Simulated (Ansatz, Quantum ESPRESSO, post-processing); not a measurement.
# Nb(100), 7 layers: vacuum level and surface dipole, part 2 of 2

Aim: the work function of each face of Nb(100), 7 layers, and how it moves with functional, pseudopotentials and boundary condition.

Quantum ESPRESSO 7.5; plane-wave DFT, PBE, GBRV ultrasoft pseudopotentials; geometry and cross-check by Ansatz 0.2.0 with PAW datasets.

So far. Step 12 (Potential by pp.x): The upper face goes from 3.624 eV (PBE, GBRV) to 3.688 eV, a change of +0.065 eV.

## 13. Ground state: PW91, GBRV ultrasoft

Level of this step: plane-wave DFT, PW91, GBRV ultrasoft pseudopotentials made under PBE (Quantum ESPRESSO 7.5). input_dft overrides the functional of the files.

The input, gbrv-pw91.in:

```
&control
  prefix = 'gbrv-pw91'
  outdir = './out'
  pseudo_dir = './pseudo'
  calculation = 'scf'
  tprnfor = .true.
/
&system
  ibrav = 0
  nat = 7
  ntyp = 1
  ecutwfc = 40
  ecutrho = 200
  input_dft = 'pw91'
  occupations = 'smearing'
  smearing = 'mv'
  degauss = 0.02
/
&electrons
  conv_thr = 1e-07
  mixing_beta = 0.4
  electron_maxstep = 120
  mixing_mode = 'local-TF'
/
ATOMIC_SPECIES
  Nb  92.9064  nb_pbe_v1.uspp.F.UPF
CELL_PARAMETERS angstrom
  3.30000000000000 0.00000000000000 0.00000000000000
  0.00000000000000 3.30000000000000 0.00000000000000
  0.00000000000000 0.00000000000000 25.90000000000000
ATOMIC_POSITIONS crystal
  Nb  -0.000000000000 0.000000000000 0.314950053841
  Nb  0.500000000000 0.500000000000 0.371540866587
  Nb  0.000000000000 0.000000000000 0.436293436300
  Nb  0.500000000000 0.500000000000 0.500000000000
  Nb  0.000000000000 0.000000000000 0.563706563700
  Nb  0.500000000000 0.500000000000 0.628459140696
  Nb  -0.000000000000 0.000000000000 0.685049953324
K_POINTS automatic
  8 8 1 0 0 0
```

Run with:

```console
$ OMP_NUM_THREADS=1 mpirun -n 4 pw.x -nk 4 -in gbrv-pw91.in > gbrv-pw91.out
```

Run time: 1.7 min. Hardware: 4 MPI ranks of Arm Neoverse V1, shared host; peak memory 0.77 GiB; 6.9 min of CPU time.

This step gave:

```
free energy  : -11235.7466 eV
Fermi energy : 6.203 eV
```

## 14. Electrostatic potential

The input, gbrv-pw91.pot.in:

```
&inputpp
  prefix = 'gbrv-pw91'
  outdir = './out'
  filplot = 'gbrv-pw91.pot.dat'
  plot_num = 11
/
```

Run with:

```console
$ OMP_NUM_THREADS=1 mpirun -n 4 pp.x -in gbrv-pw91.pot.in > gbrv-pw91.pot.out
```

Run time: 0.91 s. Hardware: 4 MPI ranks; peak memory 0.11 GiB.

This step gave:

* work function of the upper face: 3.638 eV
* slope of the potential above: 8.62e-4 eV/Å
* upper vacuum line continued to the top atoms, over the Fermi level: 3.634 eV
* work function of the lower face: 3.638 eV
* slope of the potential below: -5.93e-4 eV/Å
* lower vacuum line continued to the bottom atoms, over the Fermi level: 3.635 eV

The upper face goes from 3.624 eV (PBE, GBRV) to 3.638 eV, a change of +0.015 eV.

## 15. All levels side by side

All levels:

| level | upper face (eV) | lower face (eV) | dipole (e Å) | CPU time (s) |
| --- | --- | --- | --- | --- |
| QE PBE GBRV, periodic | 3.624 | 3.624 | - | 441.8 |
| QE PBE GBRV, ESM bc1 | 3.627 | 3.627 | - | 704.6 |
| QE PBE SG15 norm-conserving, periodic | 3.573 | 3.573 | - | 575.6 |
| QE Wu-Cohen GBRV ultrasoft, periodic | 3.688 | 3.689 | - | 479 |
| QE PW91 GBRV ultrasoft, periodic | 3.638 | 3.638 | - | 414.9 |
| Ansatz PBE PAW, sawtooth (time of the whole relaxation) | 3.6 | 3.6 | 3.04e-6 | 118 |

The times are CPU seconds on a shared host; the codes use unlike cutoffs, datasets and smearings, so their times compare unlike work.

## 16. SCF with pw.x, with K_POINTS = [4, 4, 1]

How much does a setting matter? One run is repeated with a change.

Level of this step: plane-wave DFT, PBE, GBRV ultrasoft pseudopotentials (Quantum ESPRESSO 7.5).

The input, esm.w0.in:

```
&control
  prefix = 'esm.w0'
  outdir = './out'
  pseudo_dir = './pseudo'
  calculation = 'scf'
  tprnfor = .true.
/
&system
  ibrav = 0
  nat = 7
  ntyp = 1
  ecutwfc = 40
  ecutrho = 200
  occupations = 'smearing'
  smearing = 'mv'
  degauss = 0.02
  assume_isolated = 'esm'
  esm_bc = 'bc1'
/
&electrons
  conv_thr = 1e-07
  mixing_beta = 0.4
  electron_maxstep = 120
  mixing_mode = 'local-TF'
/
ATOMIC_SPECIES
  Nb  92.9064  nb_pbe_v1.uspp.F.UPF
CELL_PARAMETERS angstrom
  3.30000000000000 0.00000000000000 0.00000000000000
  0.00000000000000 3.30000000000000 0.00000000000000
  0.00000000000000 0.00000000000000 25.90000000000000
ATOMIC_POSITIONS crystal
  Nb  -0.000000000000 0.000000000000 -0.185049949741
  Nb  0.500000000000 0.500000000000 -0.128459136996
  Nb  0.000000000000 0.000000000000 -0.063706567283
  Nb  0.500000000000 0.500000000000 -0.000000003583
  Nb  0.000000000000 0.000000000000 0.063706560117
  Nb  0.500000000000 0.500000000000 0.128459137114
  Nb  -0.000000000000 0.000000000000 0.185049949741
K_POINTS automatic
  4 4 1 0 0 0
```

Run with:

```console
$ OMP_NUM_THREADS=1 mpirun -n 4 pw.x -nk 1 -in esm.w0.in > esm.w0.out
```

Run time: 81 s. Hardware: 4 MPI ranks; peak memory 0.55 GiB.

The changed values were drawn from a wide range, not chosen for quality; the comparison shows what they did here together.

Beside the run it was changed from:

| quantity | this run | unchanged run | difference |
| --- | --- | --- | --- |
| vacuum line at the upper end of the cell, over the Fermi level (eV) | 3.638 | 3.627 | 0.011 |
| vacuum line at the lower end of the cell, over the Fermi level (eV) | 3.638 | 3.627 | 0.011 |
| free energy (eV) | -11228.91 | -11228.65 | -0.26 |
| wall time (s) | 81 | 176 |  |
| SCF iterations | 44 | 37 |  |

The free energy moves by -38 meV an atom.

Levels move by up to 11 meV, which is small.

## 17. Worked from the printed numbers

In the first self-consistent run, on its own zero, the Fermi level is 6.228 eV and the upper vacuum level 9.852 eV: φ = 9.852 − (6.228) = 3.624 eV.

## 18. Summary of results

| Item | Value |
| --- | --- |
| work function of the upper face, PBE, GBRV | 3.62 eV |
| work function of the lower face, PBE, GBRV | 3.62 eV |
| upper face by ESM | 3.63 eV |
| upper face by Ansatz | 3.60 eV |

**Reading.** At the first level (PBE, GBRV ultrasoft) the work function comes to 3.62 eV on both faces. ESM differs from the periodic treatment by +4 meV on the upper face and +3 meV on the lower. Over the levels tried the upper face spans 3.57 eV (QE PBE SG15 norm-conserving, periodic) to 3.69 eV (QE Wu-Cohen GBRV ultrasoft, periodic). Quantum ESPRESSO and Ansatz give 3.62 and 3.60 eV for the upper face, which agree. Ansatz ran with Fermi-Dirac smearing of 0.1 eV against cold smearing of 0.02 Ry, which alone can move a level by some tens of meV. With 8×8 points and so few layers the values hold to some 0.05 to 0.1 eV. The slab is cut at a tabulated measured bulk lattice constant, given to two decimals.

Comparison with the measured values:

```
                             quantity  measured      QE PBE GBRV  QE PBE GBRV, ESM bc1      QE PBE SG15  QE Wu-Cohen GBRV     QE PW91 GBRV   Ansatz PBE PAW
work function (clean (100) face) (eV)      3.97  3.62 (-0.35 eV)       3.63 (-0.34 eV)  3.57 (-0.40 eV)   3.69 (-0.28 eV)  3.64 (-0.33 eV)  3.60 (-0.37 eV)
```

Measured values from arxiv:1902.07811 (2019).

How well it matches: For the work function, of the levels listed nearest comes QE Wu-Cohen GBRV (-0.28 eV, a clear miss) and farthest QE PBE SG15 (-0.40 eV, a clear miss). The grades are ours: good and fair within 3 and 7 % for the work function. Other measurements of the same face can differ from the value quoted by 0.1 to 0.2 eV.

[Logs are printed without paths, hosts, clocks, repeated set-up lines and the standing remarks that a program may print on its own settings, such as how far it seeks lower states.]

[Hosts, paths, dates, database ids (printed as entryN), source tags and the programs' standing remarks are cut or masked in the printed files.]

[Maps of the electrostatic potential energy from Ansatz leave out the sawtooth potential of an applied field or a dipole correction, so their vacuum need not be flat; planar profiles and work functions include it.]
